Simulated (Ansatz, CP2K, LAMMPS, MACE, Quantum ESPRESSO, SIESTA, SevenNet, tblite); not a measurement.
# Quantum ESPRESSO on Li+ BF4- in gamma-butyrolactone and acetonitrile and diethyl carbonate at 360 K (102 atoms): settings against a plane-wave reference, part 2 of 2

How do the settings of Quantum ESPRESSO change the result for Li+ BF4- in gamma-butyrolactone and acetonitrile and diethyl carbonate at 360 K (102 atoms)? A plane-wave run serves as the yardstick.

Program: Quantum ESPRESSO 7.5; the method stands at each step. Banners, paths, timers and routine set-up lines are dropped from the logs unmarked, and long logs keep their key lines alone; longer cuts are marked.

So far. Step 2 (PBE, sssp-1.3.0-efficiency, 60/480 Ry): Forces lie 3.6 % from the reference's, at 7.7 times its CPU time (on 2 against 8 cores). Step 3 (PBE, gbrv-1.5, 40/200 Ry): Against the first run (3.6 %), the force difference from the reference is 12 %, at 0.46 times the CPU time.

### 4. PBE, dojo-0.4.1-standard, 80/320 Ry

Method: Kohn-Sham DFT, PBE, PseudoDojo 0.4.1 standard norm-conserving pseudopotentials, plane waves.

The pseudopotential files are exchanged too: ./pseudo now holds the set dojo-sr-pbe-0.4.1-standard.

Input file pw.in:

```
&control
  calculation = 'scf'
  pseudo_dir = './pseudo'
  outdir = './tmp'
  disk_io = 'none'
  tprnfor = .true.
  tstress = .true.
/
&system
  ibrav = 0
  nat = 102
  ntyp = 7
  ecutwfc = 80
  ecutrho = 320
  nosym = .true.
  occupations = 'smearing'
  smearing = 'fd'
  degauss = 0.003675
/
&electrons
  conv_thr = 5.1e-07
  electron_maxstep = 100
  mixing_beta = 0.4
  mixing_mode = 'plain'
  diagonalization = 'david'
/
ATOMIC_SPECIES
C 12.011 C.upf
O 15.999 O.upf
H 1.008 H.upf
N 14.007 N.upf
B 10.810 B.upf
F 18.998 F.upf
Li 6.940 Li.upf
CELL_PARAMETERS angstrom
10.56699 0.00000 0.00000
0.00000 10.56699 0.00000
0.00000 0.00000 10.56699
ATOMIC_POSITIONS crystal
[... 102 atom lines left out: the same atoms as in the first run ...]
K_POINTS gamma
```

Run with:

```sh
OMP_NUM_THREADS=1 mpirun -np 4 pw.x -in pw.in > output.txt
```

Log:

```text
[banner, memory and clock lines left out]
Program PWSCF
     gamma-point specific algorithms are used
     one sub-group per band group will be used
     bravais-lattice index     =            0
     lattice parameter (alat)  =      19.9687  a.u.
     unit-cell volume          =    7962.5192 (a.u.)^3
     number of atoms/cell      =          102
     number of atomic types    =            7
     number of electrons       =       296.00
[... lines left out ...]
     scf convergence threshold =      5.1E-07
[... lines left out ...]
     number of k points=     1  Fermi-Dirac smearing, width (Ry)=  0.0037
[... lines left out ...]
     total energy              =   -1116.56347773 Ry
[... lines left out ...]
     total energy              =   -1117.58559479 Ry
[... lines left out ...]
     total energy              =   -1117.70838090 Ry
[... lines left out ...]
     total energy              =   -1117.73209008 Ry
[... lines left out ...]
     total energy              =   -1117.73209178 Ry
[... lines left out ...]
          k = 0.0000 0.0000 0.0000 ( 48089 PWs)   bands (ev):
   -44.6154 -24.9865 -24.0492 -24.0019 -23.6772 -23.6526 -23.6290 -23.4577
   -23.0769 -22.8854 -21.9883 -21.9631 -21.4219 -21.3512 -21.2002 -21.1376
   -20.6183 -18.0446 -17.8909 -17.7829 -17.4272 -15.8953 -15.7087 -15.6261
[...]
4.7052   4.7275   4.7950   4.8882   4.9639   5.0132   5.0956   5.1411
     5.3885   5.4509   5.5367   5.6462   5.7437   5.7687   5.9108   6.0563
     6.0913   6.1786
     the Fermi energy is     0.2044 ev
!    total energy              =   -1117.73209179 Ry
     estimated scf accuracy    <       0.00000051 Ry
     smearing contrib. (-TS)   =       0.00000000 Ry
     internal energy E=F+TS    =   -1117.73209179 Ry
     The total energy is F=E-TS. E is the sum of the following terms:
     one-electron contribution =   -1152.88208402 Ry
     hartree contribution      =     670.50813071 Ry
     xc contribution           =    -338.75353867 Ry
     ewald contribution        =    -296.60459981 Ry
     convergence has been achieved in  11 iterations
     Forces acting on atoms (cartesian axes, Ry/au):
     atom    1 type  1   force =     0.06941213   -0.07442300   -0.00752786
     atom    2 type  1   force =    -0.10836257    0.05205424    0.02490793
     atom    3 type  2   force =     0.00079619   -0.00386203   -0.01181937
[...]
atom  101 type  6   force =    -0.03147398    0.00667582    0.02861743
     atom  102 type  7   force =     0.02020824    0.01424431   -0.00245974
     Total force =     0.687090     Total SCF correction =     0.001026
     Computing stress (Cartesian axis) and pressure
          total   stress  (Ry/bohr**3)                   (kbar)     P=       24.70
   0.00012610   0.00005815  -0.00003927           18.55        8.55       -5.78
   0.00005815   0.00019022   0.00000162            8.55       27.98        0.24
  -0.00003927   0.00000162   0.00018747           -5.78        0.24       27.58
     Message from routine punch:
     Nothing written, as per user request (disk_io='none')
```

Elapsed: 67 s, on 4 MPI ranks of Arm Neoverse V2, shared host; peak memory 1.9 GiB.

Compared with the plane-wave run:

| Property | Result |
| --- | --- |
| r.m.s. force component | 1.01 eV/Å |
| r.m.s. difference of force components | 38.56 meV/Å |
| longest difference of force vectors | 187.1 meV/Å |
| force difference over r.m.s. force | 3.839 % |
| slope of forces against the reference's | 1.005 |
| correlation of force components | 0.9993 |
| gap (highest filled to lowest empty level) | 4.329 eV |
| gap difference | -0.0043 eV |
| pressure | 2.47 GPa |
| pressure difference | -0.2772 GPa |

Against the first run (3.6 %), the force difference from the reference is 3.8 %, at 0.86 times the CPU time (on 4 against 2 cores).

The run ends at a pressure of 2.47 GPa, with forces up to 3.8 eV/Å.

### 5. The ladder

Differences are against the plane-wave reference, forces as r.m.s. over components; share is that over the reference's r.m.s. force, slope the least-squares factor from reference forces to these. Total energies of different programs have different zeros and aren't compared.

| run | Δ force, r.m.s. (meV/Å) | share (%) | slope | Δ pressure (GPa) | Δ gap (eV) | cores | CPU time | memory (GiB) |
| --- | --- | --- | --- | --- | --- | --- | --- | --- |
| reference | - | - | - | - | - | 8 | 40 s | 1.3 |
| QE PBE, sssp-1.3.0-efficiency, 60/480 Ry | 36.5 | 3.63 | 1.009 | 0.0685 | 0.0015 | 2 | 5.2 min | 2.4 |
| QE PBE, gbrv-1.5, 40/200 Ry | 125 | 12.4 | 1.042 | 0.477 | 0.0034 | 2 | 2.4 min | 0.83 |
| QE PBE, dojo-0.4.1-standard, 80/320 Ry | 38.6 | 3.84 | 1.005 | -0.277 | -0.0043 | 4 | 4.5 min | 1.9 |

CPU time is summed over cores on a shared host, where runs went side by side, so it is rough. Symmetry, cutoffs, thresholds, outputs and thread counts weren't matched or tuned between programs; memory under MPI is the largest rank's times the ranks.

### 6. Results

```
nearest in forces : QE PBE, sssp-1.3.0-efficiency, 60/480 Ry, 3.6 %
its CPU time      : 5.2 min
```

In words: PBE on plane waves or a grid with other potentials, cutoffs or grids differs from the reference by 3.6 % (QE PBE, sssp-1.3.0-efficiency, 60/480 Ry) to 12 % (QE PBE, gbrv-1.5, 40/200 Ry) of the r.m.s. force; this holds the reference's own error, so differences of a few per cent don't tell which side is nearer the exact PBE result (QE's 60 Ry are 816 eV, against the reference's 420 eV). None of the electronic-structure runs in the table takes under half the reference's CPU time of 40 s; they take 3.6 to 7.7 times as much. PBE gaps agree with the reference's 4.33 eV within 0.005 eV. The network of contacts between molecules at the start is that of the classical potential that made the cell, and needn't be the one that DFT or experiment would give. The reference's PBE has no dispersion term, which matters for the binding between molecules or layers. The density was typed from a rule of thumb and may lie off the real one at this temperature. The electronic-structure runs sample only Γ, in a cell whose shortest periodic width is 11 Å.

[Also dropped from logs without a mark: logging warnings of Python, and SIESTA's first energy breakdown and zero terms.]

[Logs are printed without paths, hosts, clocks, repeated set-up lines and the standing remarks that a program may print on its own settings, such as how far it seeks lower states.]

[Hosts, paths, dates, database ids (printed as entryN), source tags and the programs' standing remarks are cut or masked in the printed files.]
